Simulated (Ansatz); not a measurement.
# Structural relaxation of a frame of liquid K2CO3 from 1100 K (192 atoms)

How does a frame of liquid K2CO3 from 1100 K (192 atoms) relax, and what do bonds, charges and levels look like afterwards?

Calculated with Ansatz 0.2.0; Kohn-Sham DFT, revPBE, PAW (set soft_2), plane waves.

### Step 1. The starting structure

The cell holds 192 atoms: 32 C, 96 O and 64 K. Cell: a = 15.617 Å, b = 15.617 Å, c = 15.617 Å, α = 90.0°, β = 90.0°, γ = 90.0°. 64 K+, 32 CO3 2- placed at random, at 1.93 g/cm³; overlaps pushed apart, then 10 ps at 1500 K with harmonic planar carbonate ions with charges +1 on C and -1 on O; Joung-Cheatham ions (J. Phys. Chem. B 112, 9020 (2008)); charges of ions scaled by 0.8. Snapshot after 20 ps at 1100 K and fixed volume. The starting density is a measured one.

Before any run, some limits are plain. The starting topology of bonds comes from the classical model. Only the Γ point is sampled, in a cell whose shortest periodic width is 16 Å.

### Step 2. Single point at the start

A single point comes first, to see the forces before anything moves.

Input file input.yaml:

```yaml
crystal:
  lattice:
    - [15.61726, 0.0, 0.0]
    - [0.0, 15.61726, 0.0]
    - [0.0, 0.0, 15.61726]
  atoms:
    - { symbol: C, position: [0.21649, 0.63258, 0.75666] }
    - { symbol: O, position: [0.2174, 0.7152, 0.73565] }
    - { symbol: O, position: [0.15675, 0.6132, 0.80071] }
    - { symbol: O, position: [0.2777, 0.58478, 0.75252] }
    - { symbol: C, position: [0.83259, 0.38131, 0.64693] }
    - { symbol: O, position: [0.78832, 0.40126, 0.58228] }
    - { symbol: O, position: [0.91159, 0.36737, 0.62451] }
    - { symbol: O, position: [0.80366, 0.3473, 0.71518] }
    - { symbol: C, position: [0.84847, 0.58005, 0.88399] }
    - { symbol: O, position: [0.8501, 0.50149, 0.92122] }
    - { symbol: O, position: [0.83943, 0.59056, 0.80526] }
    - { symbol: O, position: [0.88792, 0.63456, 0.91977] }
    - { symbol: C, position: [0.45589, 0.541, 0.53068] }
    - { symbol: O, position: [0.38813, 0.52956, 0.5505] }
    - { symbol: O, position: [0.49949, 0.47349, 0.51732] }
    - { symbol: O, position: [0.47042, 0.61585, 0.49528] }
    - { symbol: C, position: [0.48183, 0.09862, 0.14222] }
    - { symbol: O, position: [0.55089, 0.12943, 0.11588] }
    - { symbol: O, position: [0.48047, 0.01084, 0.14108] }
    - { symbol: O, position: [0.41425, 0.14589, 0.16092] }
    - { symbol: C, position: [0.91616, 0.91954, 0.28803] }
    - { symbol: O, position: [0.97736, 0.97504, 0.30861] }
    - { symbol: O, position: [0.91146, 0.84835, 0.32436] }
    - { symbol: O, position: [0.84558, 0.95215, 0.25236] }
    - { symbol: C, position: [0.84455, 0.78828, 0.68733] }
    - { symbol: O, position: [0.88087, 0.75706, 0.62099] }
    - { symbol: O, position: [0.76092, 0.79266, 0.6822] }
    - { symbol: O, position: [0.8873, 0.8235, 0.75187] }
    - { symbol: C, position: [0.96813, 0.8797, 0.06141] }
    - { symbol: O, position: [0.88638, 0.85922, 0.0774] }
    - { symbol: O, position: [0.98461, 0.92574, 0.99245] }
    - { symbol: O, position: [0.01896, 0.81679, 0.07914] }
    [... 154 atom lines left out ...]
    - { symbol: K, position: [0.09744, 0.72654, 0.22022] }
    - { symbol: K, position: [0.83076, 0.21575, 0.52399] }
    - { symbol: K, position: [0.0068, 0.36896, 0.10353] }
    - { symbol: K, position: [0.06616, 0.69226, 0.68688] }
    - { symbol: K, position: [0.47033, 0.30123, 0.22281] }
    - { symbol: K, position: [0.94814, 0.41706, 0.79868] }
kpoints:
  mp_grid: { grid: [1, 1, 1] }
hamiltonian:
  xc: revpbe
scf:
  occupations: { method: fixed }
output:
  forces: true
  stress: true
  populations: true
  dos:
    method: { smearing: { sigma: 0.08 } }
    de: 0.1
    projected: { site_lists: { C: [C], K: [K], O: [O] } }
  eigenvalues: true
```

Launch:

```sh
$ ansatz run input.yaml --threads 8 --pin off --max-ram 15872MiB --backend cpu --events-out ev --progress --plain --runs-dir out
```

Numbers of over 12 decimals in the logs are rounded to 6 here.

The program printed:

```text
Engine: ansatz 0.2.0, aarch64-unknown-linux-gnu
Pseudopotentials: kind: paw
Pseudopotential: C, paw, valence charge 4, recommended cutoff 420 eV (normal), C.paw.azcp
Pseudopotential: O, paw, valence charge 6, recommended cutoff 420 eV (normal), O.paw.azcp
Pseudopotential: K, paw, valence charge 9, recommended cutoff 420 eV (normal), K.paw.azcp
[... 5 lines on functional and potentials left out ...]
Crystal: 192 atoms, lattice volume = 3809.031 Å³
Basis set: ecut = 420 eV, 74509 PW (Γ), exchange–correlation on 216×216×216 points (8 copies of the dense FFT grid, shifted against one another)
Bands: 832, of which v1, the nominal top of the filled ones, is band 640 counted from 1 (639 counted from 0)
Symmetry: 1 space group operations
Space group: P1 (ITA 1), of the structure as read, at distance tolerance 1.6e-4 Å
k-points: 1
[... 10 lines on functional and potentials left out ...]
Initial density: superposition of atomic densities (neutral atoms: chi_scale 0, normalization atom), corrected by the library's trained network
Initial wavefunctions: pseudopotential atomic-orbital guess
Functional: x = revpbe(κ = 1.245, μ = 0.219515), c = pbe(β = 0.066725)
SCF iter   1: F=—  HF=-161329.227435 eV  |F-HF|=—  |Δ(HF+E_count)|=         —  Δρ=4.47e-3  dr2=1.26e0  ethr=1.77e-3  ⟨swp⟩=5.0  Hψ=2936  notcnv=0  defer=189
preconditioner: auto → Resta (q_TF=auto, 2.275 Å⁻¹)  ε∞=2.7  [insulator: Δε(μ)=2.004 eV  Ē_g=15.378 eV  n_scr=738 (ndim 8)  ℏωp=20.3 eV  f_vac=0.246  ε∞_Penn≈2.7]
SCF iter   2: F=—  HF=-161329.016822 eV  |F-HF|=—  |Δ(HF+E_count)|=   2.11e-1  Δρ=2.29e-3  dr2=2.36e-1  ethr=9.87e-5  ⟨swp⟩=2.0  Hψ=1533  notcnv=0  defer=190
SCF iter   3: F=—  HF=-161329.012631 eV  |F-HF|=—  |Δ(HF+E_count)|=   4.19e-3  Δρ=9.50e-4  dr2=7.85e-2  ethr=1.85e-5  ⟨swp⟩=3.0  Hψ=1227  notcnv=0  defer=190
SCF iter   4: F=—  HF=-161329.010434 eV  |F-HF|=—  |Δ(HF+E_count)|=   2.20e-3  Δρ=4.28e-4  dr2=9.67e-3  ethr=6.13e-6  ⟨swp⟩=3.0  Hψ=1226  notcnv=0  defer=190
SCF iter   5: F=—  HF=-161329.011288 eV  |F-HF|=—  |Δ(HF+E_count)|=   8.54e-4  Δρ=2.60e-4  dr2=2.40e-3  ethr=7.56e-7  ⟨swp⟩=3.0  Hψ=1533  notcnv=0  defer=190
SCF iter   6: F=—  HF=-161329.011548 eV  |F-HF|=—  |Δ(HF+E_count)|=   2.60e-4  Δρ=9.11e-5  dr2=3.10e-4  ethr=1.88e-7  ⟨swp⟩=3.0  Hψ=1303  notcnv=0  defer=190
SCF iter   7: F=—  HF=-161329.011753 eV  |F-HF|=—  |Δ(HF+E_count)|=   2.05e-4  Δρ=4.55e-5  dr2=7.03e-5  ethr=2.42e-8  ⟨swp⟩=3.0  Hψ=1364  notcnv=0  defer=190
SCF iter   8: F=—  HF=-161329.018757 eV  |F-HF|=—  |Δ(HF+E_count)|=   7.00e-3  Δρ=1.41e-5  dr2=6.52e-6  ethr=5.50e-9  ⟨swp⟩=3.0  Hψ=1453  notcnv=0  defer=189
SCF iter   9: F=—  HF=-161329.018769 eV  |F-HF|=—  |Δ(HF+E_count)|=   1.14e-5  Δρ=6.27e-6  dr2=1.35e-6  ethr=5.09e-10  ⟨swp⟩=3.0  Hψ=1384  notcnv=0  defer=190
SCF iter  10: F=—  HF=-161329.018769 eV  |F-HF|=—  |Δ(HF+E_count)|=   8.13e-7  Δρ=2.55e-6  dr2=2.24e-7  ethr=1.06e-10  ⟨swp⟩=2.0  Hψ=1225  notcnv=0  defer=190
SCF iter  11: F=-161329.018770 eV  HF=-161329.018770 eV  |F-HF|=2.92e-8  |Δ(HF+E_count)|=   1.22e-7  Δρ=7.54e-7  dr2=2.31e-8  ethr=7.81e-12  ⟨swp⟩=17.0  Hψ=5416  notcnv=0
SCF 1 converged in 11 iterations: F = -161329.018770 eV  dr2 = 2.31e-8
  greatest PAW one-centre occupation: 0.988 electrons in one spin orbital (limit 2), on the K atom at site 183 (counted from 0), in its partial waves of l = 0
SCF converged after 11 iterations
Free energy (F): -161329.018770 eV
Harris-Foulkes:  -161329.018770 eV  (|F-HF|=2.92e-8)
Internal energy: -161329.018770 eV  (E = F + TS)
E sigma→0 (E₀):  -161329.018770 eV
Fermi energy:    3.904934 eV
--- Per-component energies (eV) ---
  E_band       = -10798.560089
  E_kinetic    = 36245.946491
  E_local      = -102711.627571  (includes V_loc(G=0)·N_el)
  E_nonlocal   = 6207.897800
  E_hartree    = 38251.710930
  E_xc         = -17393.210683
  E_vxc        = -21584.776706  (∫ρ·V_xc dr)
  E_paw        = -68709.803458  (= ΣΔE_a)
  E_vpaw       = -5459.657970  (= ΣTr[D̂ρ^β])
  E_aug_tail   = 0.236786  (compensation charges beyond the density's cutoff)
  E_ewald      = -53216.000137
  E_core_change = -4.168927  (= ΣΔE_core)
  E_smearing   = -0.000000  (= −TS)
  E_closure    = 0.000000  (closes the sum)
  Σ components = -161329.018770   (vs F -161329.018770, Δ=0.00e0)
--- Forces (eV/Å), atoms counted from 1 ---
  atom   1  C      0.50211349     5.67926325     0.67058354
  atom   2  O      1.37092022     0.48349307    -2.16476863
  atom   3  O     -7.06799436    -2.71568789     3.82531123
  atom   4  O      5.37356267    -3.27901953    -2.32725057
  atom   5  C      1.48681175    -3.71335204    -2.07225466
  atom   6  O     -3.62377869     1.90705778    -1.10070783
  atom   7  O      2.63562132     0.18261454     1.24154339
  atom   8  O     -1.08288689     0.71411513     2.11055757
  atom   9  C      1.04102626    -6.63893012    -2.38026808
  atom  10  O     -0.99143873     0.22511760    -0.24671067
  atom  11  O     -2.70423756    -0.68887616    -3.43314534
  atom  12  O      3.78234542     7.56584692     6.32472056
  atom  13  C      9.06357853     2.50558199    -6.59527916
  atom  14  O    -16.43035082    -2.54499067     7.12516994
[...]
atom 191  K     -0.04879258    -0.40502446    -0.04034242
  atom 192  K      0.19826223    -0.20301566     0.07558344
  max |Σ_I F_I| component: 8.12e-5 eV/Å
--- Stress (GPa, compression-positive) ---
        5.986194       0.417893       0.299104
        0.417893       5.277799      -0.681083
        0.299105      -0.681083       5.703614
  P = ⅓ Tr σ = 5.6559 GPa (56.559 kbar)
--- Band table (eV) ---
  k-point 0: bands = ["-27.9210", "-27.8990", "-27.7317", "-27.7222", [... 816 levels ...], "10.4542", "10.4597", "10.4796", "10.4914", "10.5159", "10.5265", "10.5289", "10.5498", "10.5580", "10.5713", "10.5972", "10.6087"]
--- Löwdin populations: 192 sites ---
  site symbol       q [e]
     0      C      3.3548
     1      O      6.7382
     2      O      6.6168
[...]
191      K      8.1478
  spilling = 0.008263 (of n_electrons = 1280.000000)
```

Run time: 88 s. Hardware: 8 threads of Arm Neoverse V2, shared host; peak memory 6.6 GiB.

The column dr2 measures how far the density is from self-consistency, as an energy; F and HF (Harris–Foulkes) agree once it is small.

Numbers from this run:

```yaml
free_energy: -161329.0188 eV
free_energy_per_atom: -840.2553 eV/atom
scf_cycles: 11
pressure: 5.656 GPa
r_m_s_force_component: 2.374 eV/Å
longest_force: 18.09 eV/Å
fermi_energy: 3.905 eV
spacing_of_highest_filled_and_lowest_empty_level: 1.641 eV
spilling_of_the_projection: 0.008263
```

The r.m.s. force component of 2.4 eV/Å and the pressure of 5.7 GPa set the starting point.

Neighbours are counted within 3.33 Å (O-K), 1.73 Å (O-C).

Length of the force by element and coordination:

```
element  coordination  atoms  mean length of the force (eV/Å)  spread   least   most
      C           all     32                             4.93    2.26    1.01   11.5
      K           all     64                            0.637   0.364  0.0899   1.74
      K             3      5                            0.497   0.224   0.295  0.901
      K             4     18                            0.639   0.389  0.0899   1.74
      K             5     15                            0.666   0.260   0.330   1.16
      K             6     21                            0.640   0.388   0.203   1.35
      K             7      3                            0.618   0.548   0.229   1.39
      K             8      2                            0.767   0.370   0.396   1.14
      O           all     96                             3.81    3.03   0.508   18.1
      O             3     13                             4.25    2.78   0.508   9.44
      O             4     41                             4.02    3.78   0.696   18.1
      O             5     34                             3.63    2.14   0.572   10.6
      O             6      8                             2.80    1.70    1.02   6.61
```

(Part 1 of 3 ends here.)

[Logs are printed without paths, hosts, clocks, repeated set-up lines and the standing remarks that a program may print on its own settings, such as how far it seeks lower states.]

[Hosts, paths, dates, database ids (printed as entryN), source tags and the programs' standing remarks are cut or masked in the printed files.]
